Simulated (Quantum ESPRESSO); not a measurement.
**Energy mapping worked by hand: MnHg**

Can a spin model with two couplings foretell the energy of a further order of MnHg?

Calculated with Quantum ESPRESSO 7.5; PBE; plane waves with GBRV 1.5 PBE potentials, no spin-orbit coupling.

## (1) The starting structure

The structure is cubic, space group Pm-3m (No. 221). The conventional cell has a = 3.315 Å, b = 3.315 Å, c = 3.315 Å, α = 90.00°, β = 90.00°, γ = 90.00°. Nearest to Mn lie 8 Hg at 2.87 Å. Nearest to Hg lie 8 Mn at 2.87 Å. Farther neighbours are not listed.

The cell comes from the Crystallography Open Database.

## (2) The parallel order

All energies count from this run.

Input file pw.in:

```
&CONTROL
  calculation = 'scf'
  prefix = 'pwscf'
  outdir = './tmp'
  pseudo_dir = './pseudo'
  disk_io = 'nowf'
  tprnfor = .true.
  tstress = .true.
/
&SYSTEM
  ibrav = 0
  nat = 2
  ntyp = 2
  ecutwfc = 40
  ecutrho = 280
  nbnd = 22
  occupations = 'smearing'
  smearing = 'fd'
  degauss = 0.00999582
  nspin = 2
  starting_magnetization(1) = 0.2333
  starting_magnetization(2) = 0
/
&ELECTRONS
  conv_thr = 4d-09
  electron_maxstep = 150
  mixing_beta = 0.3
/
ATOMIC_SPECIES
Mn     54.9380 mn_pbe_v1.5.uspp.F.UPF
Hg    200.5920 hg_pbe_v1.uspp.F.UPF
CELL_PARAMETERS bohr
   6.2644421031    0.0000000000    0.0000000000
   0.0000000000    6.2644421031    0.0000000000
   0.0000000000    0.0000000000    6.2644421031
ATOMIC_POSITIONS crystal
Mn      0.5000000000    0.5000000000    0.5000000000
Hg      0.0000000000    0.0000000000    0.0000000000
K_POINTS automatic
8 8 8 0 0 0
```

Run with:

```console
$ OMP_NUM_THREADS=1 mpirun -n 2 pw.x -nk 2 -in pw.in > pw.out
```

Output:

```text
Program PWSCF v.7.5 starts
     [... lines left out ...]
     number of atoms/cell      =            2
     [... lines left out ...]
     number of electrons       =        27.00
     number of Kohn-Sham states=           22
     kinetic-energy cutoff     =      40.0000  Ry
     charge density cutoff     =     280.0000  Ry
     scf convergence threshold =      4.0E-09
     [... lines left out ...]
     48 Sym. Ops., with inversion, found
     [... lines left out ...]
     number of k points=    35  Fermi-Dirac smearing, width (Ry)=  0.0100
     [... lines left out ...]
     iteration # 13     ecut=    40.00 Ry     beta= 0.30
     [... lines left out ...]
     Magnetic moment per site  (integrated on atomic sphere of radius R)
     atom   1 (R=0.357)  charge= 13.7144  magn=  3.8675
     atom   2 (R=0.357)  charge= 10.1812  magn= -0.0240
     [... lines left out ...]
     the Fermi energy is    13.9375 ev
!    total energy              =    -318.94180645 Ry
     estimated scf accuracy    <          1.1E-10 Ry
     smearing contrib. (-TS)   =      -0.00686083 Ry
     [... lines left out ...]
     total magnetization       =     3.90 Bohr mag/cell
     absolute magnetization    =     4.14 Bohr mag/cell
     convergence has been achieved in  13 iterations
     [... lines left out ...]
     Total force =     0.000000     Total SCF correction =     0.000000
     [... lines left out ...]
          total   stress  (Ry/bohr**3)                   (kbar)     P=        5.84
     [... lines left out ...]
   JOB DONE.
```

It took 14 s on 2 MPI ranks of Intel Xeon Platinum 8488C (Sapphire Rapids), shared host; peak memory 0.21 GiB.

Spin moment in the atom's sphere by atom:

```
atom  spin moment in the atom's sphere (μB)
 Mn1                                   3.87
 Hg2                                  -0.02
```

Numbers from this step:

```yaml
smearing_term_ts: 0.09335 eV
pressure: 0.5843 GPa
magnetization: 3.901 μB
absolute_magnetization: 4.142 μB
final_state: ferromagnetic
```

## (3) The orders used for the fit

The other orders were run with the same settings, on meshes that hold the same points. Free energies are divided by the number of Mn atoms; q is in fractions of the reciprocal vectors of the first run's cell.

| order | atoms | mesh | free energy (eV) | eV per Mn | largest moment (μB) |
| --- | --- | --- | --- | --- | --- |
| F + | 2 | 8×8×8 | -4339.4243 | -4339.4243 | 3.87 |
| AF q=(0,1/2,1/2) +- | 4 | 8×4×8 | -8678.7307 | -4339.3653 | 3.88 |
| AF q=(0,0,1/2) +- | 4 | 8×8×4 | -8678.9374 | -4339.4687 | 3.87 |

## (4) Counting neighbours

With E = −Σ J e_i·e_j over ordered pairs of unit vectors, turning a neighbour from parallel to opposed costs 2J a Mn atom. So an order lies 2 Σ n J over the parallel one, n being the opposed neighbours in each shell.

| shell | distance (Å) | neighbours | opposed in AF q=(0,1/2,1/2) +- | opposed in AF q=(0,0,1/2) +- | opposed in AF q=(1/2,1/2,1/2) +- |
| --- | --- | --- | --- | --- | --- |
| J1 | 3.31 | 6 | 4 | 2 | 6 |
| J2 | 4.69 | 12 | 8 | 8 | 0 |
| J3 | 5.74 | 8 | 0 | 8 | 8 |

Only J1 and J2 are kept.

## (5) Solving

```
2 × 4 × J1 + 2 × 8 × J2 = +59.0 meV    (AF q=(0,1/2,1/2) +-)
2 × 2 × J1 + 2 × 8 × J2 = -44.3 meV    (AF q=(0,0,1/2) +-)
J1 = +25.82 meV
J2 = -9.22 meV
```

## (6) The test

The couplings now give the orders that were left out:

```
2 × 6 × (+25.82) = +309.8 meV    (AF q=(1/2,1/2,1/2) +-)
```

The runs themselves:

| order | atoms | mesh | free energy (eV) | eV per Mn | largest moment (μB) | over the parallel order (meV) | foretold (meV) |
| --- | --- | --- | --- | --- | --- | --- | --- |
| AF q=(1/2,1/2,1/2) +- | 4 | 4×8×8 | -8679.0235 | -4339.5117 | 3.89 | -87.4 | +309.8 |

## (7) Summary of results

| Item | Value |
| --- | --- |
| J1 (Mn–Mn at 3.31 Å) | 25.8 meV |
| J2 (Mn–Mn at 4.69 Å) | -9.22 meV |
| largest miss on the orders left out | 397 meV |

What this shows: The model misses the order left out by 397 meV, 455 % of the largest energy difference, so it fails: these couplings alone don't describe the crystal. The largest moment changes by 0.64 % between the orders. Shells that were dropped are folded into the couplings or show in the miss. Energies are free energies at an electronic temperature of 1580 K, which lowers moments and differences where the moments are itinerant.

[Logs and program files are shortened in this print: banners, set-up blocks, solver, clock and traceback lines can be left out without a mark of their own.]

[Logs are printed without paths, hosts, clocks, repeated set-up lines and the standing remarks that a program may print on its own settings, such as how far it seeks lower states.]

[Hosts, paths, dates, database ids (printed as entryN), source tags and the programs' standing remarks are cut or masked in the printed files.]

[Where a cell is said to come from a database of computed structures, the database is the Materials Project.]
